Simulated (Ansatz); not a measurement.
## RbGeH3 (model cell, started as cubic perovskite with Ge in the octahedra): following an unstable mode

Aim: this structure of RbGeH3 (model cell, started as cubic perovskite with Ge in the octahedra) is to be tested for unstable modes, and one is followed downhill.

Program: Ansatz 0.2.0. Level of theory: DFT PBEsol, scalar-relativistic, plane waves, PAW; PAW set soft_1. Results are calculated unless marked as measured.

The structure was built from a prototype and need not be the compound's stable phase.

## 1. The structure

It takes space group Pm-3m (No. 221, cubic). The conventional cell has a = 4.053 Å, b = 4.053 Å, c = 4.053 Å, α = 90.00°, β = 90.00°, γ = 90.00°. Nearest to Rb lie 12 H at 2.87 Å. Ge has 6 H at 2.03 Å nearest. Nearest to H lie 2 Ge at 2.03 Å and 8 H at 2.87 Å and 4 Rb at 2.87 Å. Farther neighbours are not listed.

## 2. The dispersion

The cell comes from relaxations at this level that are not shown. Stability and thermal properties need the whole zone. Linear response on a 4×4×4 q mesh gives force constants as far as a supercell of that size would.

Input file input.yaml:

```yaml
crystal:
  lattice:
    - [4.0529361437, 0.0, 0.0]
    - [0.0, 4.0529361437, 0.0]
    - [0.0, 0.0, 4.0529361437]
  atoms:
    - { symbol: Rb, position: [0.0, 0.0, 0.0] }
    - { symbol: Ge, position: [0.5, 0.5, 0.5] }
    - { symbol: H, position: [0.5, 0.5, 0.0] }
    - { symbol: H, position: [0.5, 0.0, 0.5] }
    - { symbol: H, position: [0.0, 0.5, 0.5] }
kpoints:
  mp_grid: { grid: [12, 12, 12] }
hamiltonian:
  xc: pbesol
  pseudopotentials: { kind: paw, azcp: { folder: soft_1 }, xc_functional: pbe }
scf:
  occupations: { method: methfessel_paxton, width: 0.2 }
output:
  eigenvalues: true
phonons:
  method: dfpt
  qmesh: [4, 4, 4]
  temperatures: { t_max: 1000, t_step: 50 }
  qpath:
    path:
      - [[0.0, 0.0, 0.0], [0.0, 0.5, 0.0], [0.5, 0.5, 0.0], [0.0, 0.0, 0.0], [0.5, 0.5, 0.5], [0.0, 0.5, 0.0]]
      - [[0.5, 0.5, 0.5], [0.5, 0.5, 0.0]]
    npoints: 10
```

Launch:

```bash
> ansatz run input.yaml --threads 8 --pin off --max-ram 16384MiB --backend cpu --events-out ev --progress --plain --runs-dir out
```

Numbers of over 12 decimals in the logs are rounded to 6 here.

The log of the run:

```text
Engine: ansatz 0.2.0, aarch64-unknown-linux-gnu
Pseudopotentials: kind: paw
Pseudopotential: Rb, paw, valence charge 9, recommended cutoff 420 eV (normal), soft_1/Rb.paw.azcp
Pseudopotential: Ge, paw, valence charge 14, recommended cutoff 420 eV (normal), soft_1/Ge.paw.azcp
Pseudopotential: H, paw, valence charge 1, recommended cutoff 420 eV (normal), soft_1/H.paw.azcp
Functional definition: PBEsol
  exchange = pbesol_x
  correlation = pbesol_c
Crystal: 5 atoms, lattice volume = 66.575 Å³
Basis set: ecut = 420 eV, 1309 PW (Γ), exchange–correlation on 60×60×60 points (8 copies of the dense FFT grid, shifted against one another)
Bands: 18, of which v1, the nominal top of the filled ones, is band 13 counted from 1 (12 counted from 0)
Symmetry: 48 space group operations
k-points: 84 of 1728
Non-local potential: Rb, projectors of the file, l = 0: 3, l = 1: 2, l = 2: 2
Non-local potential: Ge, projectors of the file, l = 0: 2, l = 1: 2, l = 2: 3, l = 3: 1
Non-local potential: H, projectors of the file, l = 0: 2, l = 1: 1
PAW form: soft (Blöchl's): semilocal exchange-correlation on the pseudo side does not see the compensation charge
PAW frozen core: Rb, regenerated for the run's functional, and the local potential with it (the file was generated under x = pbe(κ = 0.804, μ = 0.219515), c = pbe(β = 0.066725))
PAW frozen core: Ge, regenerated for the run's functional, and the local potential with it (the file was generated under x = pbe(κ = 0.804, μ = 0.219515), c = pbe(β = 0.066725))
PAW one-centre angular grid: Rb, 110 points (default); XC on 64 Gauss nodes
PAW one-centre angular grid: Ge, 590 points (default); XC on 64 Gauss nodes
PAW one-centre angular grid: H, 110 points (default); XC on 64 Gauss nodes
Initial density: superposition of atomic densities (chi_scale 0.1, normalization cell, long waves kept (reshape's long-wave potential 0.00 eV rms))
Initial wavefunctions: pseudopotential atomic-orbital guess
Functional: x = pbesol(κ = 0.804, μ = 0.123457), c = pbesol(β = 0.046)
SCF iter   1: F=—  HF=-7518.000551 eV  |F-HF|=—  |Δ(HF+E_count)|=         —  Δρ=5.42e-2  dr2=2.21e0  ethr=3.10e-3  ⟨swp⟩=5.0  Hψ=7690  notcnv=0
preconditioner: auto → Kerker (q_TF=auto, 2.333 Å⁻¹)  [metal: Δε(μ)=0.027 eV  Ē_g=17.186 eV  σ=0.200 eV  W_gap=0.12  n_scr=18 (ndim 8)  ℏωp=22.3 eV  f_vac=0.000  D(μ)=0.58/eV (n_scr^D=0)]
SCF iter   2: F=—  HF=-7517.339087 eV  |F-HF|=—  |Δ(HF+E_count)|=   6.61e-1  S|Δr|=    0.00e0  Δρ=2.61e-2  dr2=5.88e-1  ethr=3.10e-3  ⟨swp⟩=2.0  Hψ=3568  notcnv=0  defer=44
SCF iter   3: F=—  HF=-7517.131613 eV  |F-HF|=—  |Δ(HF+E_count)|=   2.07e-1  S|Δr|=    0.00e0  Δρ=7.56e-3  dr2=4.30e-2  ethr=2.26e-3  ⟨swp⟩=2.0  Hψ=2852  notcnv=0  defer=44
SCF iter   4: F=—  HF=-7517.110212 eV  |F-HF|=—  |Δ(HF+E_count)|=   2.14e-2  S|Δr|=    0.00e0  Δρ=3.39e-3  dr2=3.70e-3  ethr=1.65e-4  ⟨swp⟩=2.0  Hψ=3018  notcnv=0  defer=44
SCF iter   5: F=—  HF=-7517.113354 eV  |F-HF|=—  |Δ(HF+E_count)|=   3.14e-3  S|Δr|=    0.00e0  Δρ=5.76e-4  dr2=1.91e-4  ethr=1.42e-5  ⟨swp⟩=2.1  Hψ=2398  notcnv=0  defer=44
SCF iter   6: F=—  HF=-7517.113407 eV  |F-HF|=—  |Δ(HF+E_count)|=   5.27e-5  S|Δr|=    0.00e0  Δρ=1.30e-4  dr2=1.31e-5  ethr=7.35e-7  ⟨swp⟩=2.2  Hψ=2054  notcnv=0  defer=44
SCF iter   7: F=—  HF=-7517.113417 eV  |F-HF|=—  |Δ(HF+E_count)|=   1.01e-5  S|Δr|=    0.00e0  Δρ=4.55e-5  dr2=1.46e-6  ethr=5.02e-8  ⟨swp⟩=3.0  Hψ=2571  notcnv=0  defer=44
SCF iter   8: F=—  HF=-7517.113417 eV  |F-HF|=—  |Δ(HF+E_count)|=   3.68e-8  S|Δr|=    0.00e0  Δρ=5.74e-6  dr2=2.69e-8  ethr=5.60e-9  ⟨swp⟩=2.0  Hψ=2509  notcnv=0  defer=44
SCF iter   9: F=—  HF=-7517.113417 eV  |F-HF|=—  |Δ(HF+E_count)|=   5.61e-9  S|Δr|=    0.00e0  Δρ=1.40e-6  dr2=3.03e-9  ethr=1.04e-10  ⟨swp⟩=2.9  Hψ=2609  notcnv=0  defer=44
SCF iter  10: F=—  HF=-7517.113417 eV  |F-HF|=—  |Δ(HF+E_count)|=  5.34e-10  S|Δr|=    0.00e0  Δρ=4.79e-7  dr2=3.88e-10  ethr=1.16e-11  ⟨swp⟩=3.0  Hψ=2484  notcnv=0  defer=44
SCF iter  11: F=-7517.113417 eV  HF=-7517.113417 eV  |F-HF|=9.09e-12  |Δ(HF+E_count)|=  3.46e-11  S|Δr|=    0.00e0  Δρ=1.06e-7  dr2=7.94e-12  ethr=1.00e-12  ⟨swp⟩=8.0  Hψ=9101  notcnv=0
SCF 1 converged in 11 iterations: F = -7517.113417 eV  dr2 = 7.94e-12
  greatest PAW one-centre occupation: 0.998 electrons in one spin orbital (limit 2), on the Ge atom at site 1 (counted from 0), in its partial waves of l = 2
Initial density: read from a saved state, or passed on in memory by an earlier SCF of this step, an earlier step, the calling program or the single point that the run made first
iter 1 solved again at ethr=1.77e-7 eV; its pass at ethr=3.10e-3 eV (dr2=4.60e-5 eV) is discarded
SCF iter   1: F=—  HF=-7517.113416 eV  |F-HF|=—  |Δ(HF+E_count)|=         —  Δρ=8.83e-7  dr2=2.86e-10  ethr=1.77e-7  ⟨swp⟩=3.6  Hψ=12014  notcnv=0
eigensolver tolerance schedule: the retry pair's looser diagonalisation over-reported the residual by 160891.14 of it (diagonalisation noise at an unbounded share of the residual, at the tolerance the schedule requests for it); recorded, not acted on — ethr = c·dr2/N_el stays at c = 1.0e-1
preconditioner: auto → Kerker (q_TF=auto, 2.333 Å⁻¹)  [metal: Δε(μ)=0.017 eV  Ē_g=11.820 eV  σ=0.200 eV  W_gap=0.07  n_scr=18 (ndim 8)  ℏωp=17.0 eV  f_vac=0.000  D(μ)=0.97/eV (n_scr^D=6)]
SCF iter   2: F=—  HF=-7517.113417 eV  |F-HF|=—  |Δ(HF+E_count)|=   1.29e-6  S|Δr|=    0.00e0  Δρ=6.15e-7  dr2=1.41e-10  ethr=1.10e-12  ⟨swp⟩=3.9  Hψ=4514  notcnv=0
SCF iter   3: F=—  HF=-7517.113417 eV  |F-HF|=—  |Δ(HF+E_count)|=  1.82e-10  S|Δr|=    0.00e0  Δρ=3.58e-7  dr2=4.84e-11  ethr=1.00e-12  ⟨swp⟩=2.0  Hψ=1932  notcnv=0
SCF iter   4: F=—  HF=-7517.113417 eV  |F-HF|=—  |Δ(HF+E_count)|=  3.27e-11  S|Δr|=    0.00e0  Δρ=2.23e-7  dr2=2.05e-11  ethr=1.00e-12  ⟨swp⟩=1.0  Hψ=1522  notcnv=0
SCF iter   5: F=—  HF=-7517.113417 eV  |F-HF|=—  |Δ(HF+E_count)|=  7.28e-12  S|Δr|=    0.00e0  Δρ=1.49e-7  dr2=8.57e-12  ethr=1.00e-12  ⟨swp⟩=3.2  Hψ=4312  notcnv=0
SCF iter   6: F=-7517.113417 eV  HF=-7517.113417 eV  |F-HF|=1.82e-12  |Δ(HF+E_count)|=  7.28e-12  S|Δr|=    0.00e0  Δρ=4.95e-8  dr2=1.07e-12  ethr=1.00e-12  ⟨swp⟩=2.0  Hψ=2941  notcnv=0
SCF 2 converged in 6 iterations: F = -7517.113417 eV  dr2 = 1.07e-12
phonons: the bands overlap, so this run is a metal and interpolates without the dipole-dipole term. If the crystal is really an insulator or semiconductor, its LO-TO splitting is missing
NSCF: frozen V_eff on 84 k-points
WARN: eigensolver did not converge in 7 slots of this pass, the one above among them; of largest residual over every band (k=6): 1 band(s) unlocked (lowest unlocked band 17, counted from 0; max residual 5.86e-4 eV among the unlocked bands, 5.86e-4 eV over every band); of lowest unlocked band (k=5): band 17
NSCF: frozen V_eff on 343 k-points
DFPT response loops at q = (0, 0, 0) (fractional): preconditioner auto → Kerker (q_TF=auto, 2.333 Å⁻¹) (partly filled bands, converged f_vac=0.000); β = 1.00, the filter's whole step (`scf.mixing.beta` (0.50) is not read by the response loops under this deck's `scf.mixing.preconditioner`; to damp them name `kerker` or `kerker_dos`, under which they read `scf.mixing.beta`, and type it under 1.00, their step now; both keys bind the ground state too); Broyden in place of MSR1
NSCF: frozen V_eff on 1176 k-points
DFPT response loops at q = (0, 0, 0.25) (fractional): mixed as the last ones told, above
NSCF: frozen V_eff on 686 k-points
DFPT response loops at q = (0, 0, -0.5) (fractional): mixed as the last ones told, above
NSCF: frozen V_eff on 2016 k-points
DFPT response loops at q = (0, 0.25, 0.25) (fractional): mixed as the last ones told, above
NSCF: frozen V_eff on 1176 k-points
DFPT response loops at q = (0, 0.25, -0.5) (fractional): mixed as the last ones told, above
NSCF: frozen V_eff on 686 k-points
DFPT response loops at q = (0, -0.5, -0.5) (fractional): mixed as the last ones told, above
NSCF: frozen V_eff on 3456 k-points
DFPT response loops at q = (0.25, 0.25, 0.25) (fractional): mixed as the last ones told, above
NSCF: frozen V_eff on 2016 k-points
DFPT response loops at q = (0.25, 0.25, -0.5) (fractional): mixed as the last ones told, above
NSCF: frozen V_eff on 1176 k-points
DFPT response loops at q = (0.25, -0.5, -0.5) (fractional): mixed as the last ones told, above
NSCF: frozen V_eff on 686 k-points
DFPT response loops at q = (-0.5, -0.5, -0.5) (fractional): mixed as the last ones told, above
SCF converged after 11 iterations
Stability not checked: this state was not tested for a lower state beside it, because cold or Methfessel-Paxton smearing, or corrected tetrahedra, fill the levels in a way that the test cannot read (fill_not_monotonic; see scf.lower_state_search)
Free energy (F): -7517.113417 eV
Harris-Foulkes:  -7517.113417 eV  (|F-HF|=9.09e-12)
Internal energy: -7517.113080 eV  (E = F + TS)
E sigma→0 (E₀):  -7517.113333 eV
Entropy (-TS):   -0.000337 eV (-0.067 meV/atom)
Fermi energy:    7.040430 eV
--- Per-component energies (eV) ---
  E_band       = -230.980438
  E_kinetic    = 311.998299
  E_local      = -2859.147314  (includes V_loc(G=0)·N_el)
  E_nonlocal   = 407.048606
  E_hartree    = 1232.905355
  E_xc         = -220.753139
  E_vxc        = -228.701574  (∫ρ·V_xc dr)
  E_paw        = -4543.515919  (= ΣΔE_a)
  E_vpaw       = -327.986742  (= ΣTr[D̂ρ^β])
  E_aug_tail   = -0.002407  (compensation charges beyond the density's cutoff)
  E_ewald      = -1846.688171
  E_core_change = 1.041609  (= ΣΔE_core)
  E_smearing   = -0.000337  (= −TS)
  E_closure    = 0.000000  (closes the sum)
  Σ components = -7517.113417   (vs F -7517.113417, Δ=0.00e0)
--- Band table (eV; the first three rows and the last of 84) ---
  k-point 0: bands = [... 9 lower, -3.7395, 4.2064, 4.2064, 7.2680, 7.2680, 7.2680, 9.0327, 12.8926, ... 1 higher]
  k-point 1: bands = [... 9 lower, -3.5759, 3.9444, 4.2343, 7.2078, 7.2516, 7.2516, 9.5353, 12.6317, ... 1 higher]
  k-point 2: bands = [... 9 lower, -3.2384, 3.2892, 4.3142, 7.2053, 7.2053, 7.2873, 10.6201, 12.0360, ... 1 higher]
  k-point 83: bands = [... 9 lower, -0.6855, 1.3065, 1.3065, 1.3065, 11.4579, 11.4579, 11.4579, 15.4702, ... 1 higher]
--- Phonons (Γ-DFPT): 4 representative perturbations + reference (Σ response iterations 13) ---
  ASR residual: 1.158e-4 → 0.000e0 eV/Å²; symmetrization residual: 8.076e-7 eV/Å²
  ASR residual per site (eV/Å²): 1.16e-4 8.29e-6 8.54e-6 8.54e-6 8.54e-6
  Γ frequencies (cm⁻¹): -1575.62 -1575.62 -1575.62 0.00 0.00 0.00 118.18 118.18 118.18 759.71 759.71 759.71 763.88 763.88 763.88
--- Phonons (arbitrary-q DFPT): 10 irreducible q on the 4×4×4 mesh ---
  q = [0.0000, 0.0000, 0.0000] (star 1, of the zone-centre solve; hermiticity 1.77e-7, symmetrization 2.08e-12): -1575.62 -1575.62 -1575.62 -0.00 0.00 0.00 118.18 118.18 118.18 759.71 759.71 759.71 763.88 763.88 763.88
  q = [0.0000, 0.0000, 0.2500] (star 6, 9 solved perturbations in 4536 linear systems a pass and spin channel, the states on 588 of 1728 k-point pairs; hermiticity 4.02e-7, symmetrization 2.59e-13): -1541.36 -1541.36 47.11 47.11 62.31 113.33 113.33 126.64 479.60 715.69 742.89 748.72 748.72 761.65 761.65
  q = [0.0000, 0.0000, -0.5000] (star 3, 9 solved perturbations in 2646 linear systems a pass and spin channel, the states on 343 of 1728 k-point pairs; hermiticity 2.71e-7, symmetrization 3.00e-12): -1533.87 -1533.87 78.44 78.44 99.92 103.94 103.94 140.72 726.73 726.73 735.35 753.85 760.59 760.59 788.79
  q = [0.0000, 0.2500, 0.2500] (star 12, 9 solved perturbations in 7686 linear systems a pass and spin channel, the states on 1008 of 1728 k-point pairs; hermiticity 2.21e-7, symmetrization 3.65e-13): -1541.56 39.97 63.53 86.69 112.48 120.04 141.39 331.21 587.76 673.72 725.46 737.59 747.59 748.34 806.16
  q = [0.0000, 0.2500, -0.5000] (star 12, 15 solved perturbations on 588 of 1728 k-point pairs; hermiticity 2.05e-7, symmetrization 3.71e-14): -1566.64 73.55 73.95 78.77 112.89 143.02 155.06 429.12 640.37 704.81 716.25 727.56 745.63 809.36 832.18
  q = [0.0000, -0.5000, -0.5000] (star 3, 9 solved perturbations in 2646 linear systems a pass and spin channel, the states on 343 of 1728 k-point pairs; hermiticity 1.85e-7, symmetrization 8.30e-13): -1637.86 73.45 73.45 79.43 123.46 167.82 167.82 605.94 644.88 687.95 687.95 708.36 708.36 868.38 876.63
  q = [0.2500, 0.2500, 0.2500] (star 8, 4 solved perturbations in 4536 linear systems a pass and spin channel, the states on 1728 of 1728 k-point pairs; hermiticity 2.02e-7, symmetrization 6.59e-12): -187.36 65.48 65.48 100.36 135.21 138.41 138.41 602.86 602.86 676.78 676.78 677.86 789.36 789.36 811.02
  q = [0.2500, 0.2500, -0.5000] (star 12, 9 solved perturbations in 7686 linear systems a pass and spin channel, the states on 1008 of 1728 k-point pairs; hermiticity 1.05e-7, symmetrization 1.21e-12): -156.01 74.86 85.43 103.70 135.99 150.74 159.95 604.55 637.86 639.55 678.34 787.94 819.64 824.34 828.79
  q = [0.2500, -0.5000, -0.5000] (star 6, 9 solved perturbations in 4536 linear systems a pass and spin channel, the states on 588 of 1728 k-point pairs; hermiticity 1.04e-7, symmetrization 1.22e-13): 81.73 81.73 85.60 142.48 166.51 166.51 210.07 603.59 637.07 637.07 751.65 811.16 811.16 870.29 878.49
  q = [-0.5000, -0.5000, -0.5000] (star 1, 4 solved perturbations in 931 linear systems a pass and spin channel, the states on 343 of 1728 k-point pairs; hermiticity 8.96e-9, symmetrization 1.01e-11): 90.10 90.10 90.10 166.96 166.96 166.96 400.76 601.14 601.14 601.14 864.48 864.48 864.48 882.91 882.91
  sum rule: each row above includes the acoustic sum rule's correction from the zone centre's row sums; it moved no ω² by more than (1.52 cm⁻¹)²
  mesh force constants: q→R imaginary residual 1.83e-18; ASR residual 1.158e-4 → 0.000e0 eV/Å²; symmetrization residual 3.553e-15 eV/Å²
  interpolated dispersion: 62 rows × 15 modes
  density of states and harmonic sums: on the 16×16×16 q-mesh, interpolated from the force constants of a 4×4×4 supercell (no non-analytic term)
  largest difference from the sums on the solved wave vectors: F 2.13e-2 eV, S 3.85e-5 and C_V 2.55e-5 eV/K
  zero-point energy: 0.387822 eV/cell   skipped modes (ω ≤ 0): 228, of them read as no rigid motion or as one in doubt: 225 (1.335e0 modes/cell left out, lowest -1637.86 cm⁻¹)   left out of the sums: 8.90e-2 of the cell's modes: C_V's classical limit lies that fraction below 3 k_B per atom; for a crystal, a wire or a layer, F and S can be off by more, and a phonons.interpolated_qmesh denser along its periods is the remedy for the sampling
```

The job ended after 9.3 min (8 threads of Arm Neoverse V2, shared host; peak memory 4.3 GiB; 71 min of CPU time).

The column dr2 measures how far the density is from self-consistency, as an energy; F and HF (Harris–Foulkes) agree once it is small.

Numbers from this step:

| Item | Value |
| --- | --- |
| volume per atom | 13.31 Å³ |
| gap on the k-mesh | 0 eV |
| sum-rule residual before enforcement | 1.16e-4 eV/Å² |
| lowest frequency on the path | -1638 cm⁻¹ |
| point group | m-3m |
| highest frequency on the path or at a solved wavevector | 959.1 cm⁻¹ |
| highest optical mode at the zone centre (no LO-TO term) | 763.9 cm⁻¹ |
| lowest optical zone-centre mode | -1576 cm⁻¹ |
| lowest mode on the q mesh (acoustic modes at Γ apart) | -1638 cm⁻¹ |

Frequencies (cm⁻¹) solved at each irreducible wavevector; negative means imaginary. Frequencies by wavevector, by row:

```
q in reciprocal lattice units  star  mode 1  mode 2  mode 3  mode 4  mode 13  mode 14  mode 15
                        0 0 0     1   -1576   -1576   -1576       0    763.9    763.9    763.9
                     0 0 0.25     6   -1541   -1541    47.1    47.1    748.7    761.6    761.6
                     0 0 -0.5     3   -1534   -1534    78.4    78.4    760.6    760.6    788.8
                  0 0.25 0.25    12   -1542      40    63.5    86.7    747.6    748.3    806.2
                  0 0.25 -0.5    12   -1567    73.5      74    78.8    745.6    809.4    832.2
                  0 -0.5 -0.5     3   -1638    73.5    73.5    79.4    708.4    868.4    876.6
               0.25 0.25 0.25     8  -187.4    65.5    65.5   100.4    789.4    789.4      811
               0.25 0.25 -0.5    12    -156    74.9    85.4   103.7    819.6    824.3    828.8
               0.25 -0.5 -0.5     6    81.7    81.7    85.6   142.5    811.2    870.3    878.5
               -0.5 -0.5 -0.5     1    90.1    90.1    90.1     167    864.5    882.9    882.9
```

Interpolated from a 4×4×4 q mesh. The phonon branches at the labelled points (cm⁻¹):

```csv
point,branch 1,branch 2,branch 3,branch 4,branch 12,branch 13,branch 14,branch 15
Γ,-1576,-1576,-1576,0,760,764,764,764
halfway,-1541,-1541,47,47,749,749,762,762
X,-1534,-1534,78,78,754,761,761,789
halfway,-1567,74,74,79,728,746,809,832
M,-1638,73,73,79,708,708,868,877
halfway,-1542,40,64,87,738,748,748,806
Γ,-1576,-1576,-1576,0,760,764,764,764
halfway,-187,66,66,100,678,789,789,811
R,90,90,90,167,864,864,883,883
halfway,-156,75,85,104,788,820,824,829
X,-1534,-1534,78,78,754,761,761,789
jump to R,90,90,90,167,864,864,883,883
halfway,82,82,86,142,811,811,870,878
M,-1638,73,73,79,708,708,868,877
```

Symmetry leaves 10 wavevectors to solve. The lowest mode among them, the acoustic zeros apart, lies at q = (0, -0.5, -0.5) and is imaginary, 1637.9i cm⁻¹, so the energy falls along it.

## 3. The mode frozen in, largest atomic shift 0 Å

The mode followed lies at Γ with frequency 1575.6i cm⁻¹ and is 3-fold degenerate, one of the unstable modes though not the softest. At small amplitude the distorted cell has space group no. 160 by a symmetry search on the positions. The undistorted cell that holds it gives the zero of energy on the same k mesh.

input.yaml, the sections that differ from step 2:

```yaml
output:
  forces: true
  stress: true
  eigenvalues: true
# crystal, kpoints, hamiltonian, scf: as in step 2
# phonons: removed
```

The log of the run:

```text
[...]
Crystal: 5 atoms, lattice volume = 66.575 Å³
Basis set: ecut = 420 eV, 1309 PW (Γ), exchange–correlation on 60×60×60 points (8 copies of the dense FFT grid, shifted against one another)
Bands: 18, of which v1, the nominal top of the filled ones, is band 13 counted from 1 (12 counted from 0)
Symmetry: 48 space group operations
[...]
k-points: 84 of 1728
[...]
k-point 0: bands = [... 9 lower, -3.7396, 4.2064, 4.2064, 7.2679, 7.2679, 7.2679, 9.0326, 12.8926, ... 1 higher]
  k-point 1: bands = [... 9 lower, -3.5760, 3.9443, 4.2343, 7.2077, 7.2515, 7.2515, 9.5352, 12.6317, ... 1 higher]
  k-point 2: bands = [... 9 lower, -3.2384, 3.2892, 4.3142, 7.2052, 7.2052, 7.2872, 10.6200, 12.0360, ... 1 higher]
  k-point 83: bands = [... 9 lower, -0.6856, 1.3065, 1.3065, 1.3065, 11.4578, 11.4578, 11.4578, 15.4702, ... 1 higher]
[key lines of the parts left out:]
SCF converged after 8 iterations
Free energy (F): -7517.113417 eV
Fermi energy:    7.040338 eV
P = ⅓ Tr σ = 0.0081 GPa (0.081 kbar)
```

It took 0.92 s on 8 threads; peak memory 0.44 GiB.

Numbers from this step:

| Property | Result |
| --- | --- |
| pressure | 0.008052 GPa |
| energy from the undistorted cell | 0 meV/atom |

The run ends at a pressure of 0.01 GPa.

(Part 1 of 3 ends here.)

[Logs are printed without paths, hosts, clocks, repeated set-up lines and the standing remarks that a program may print on its own settings, such as how far it seeks lower states.]

[Hosts, paths, dates, database ids (printed as entryN), source tags and the programs' standing remarks are cut or masked in the printed files.]
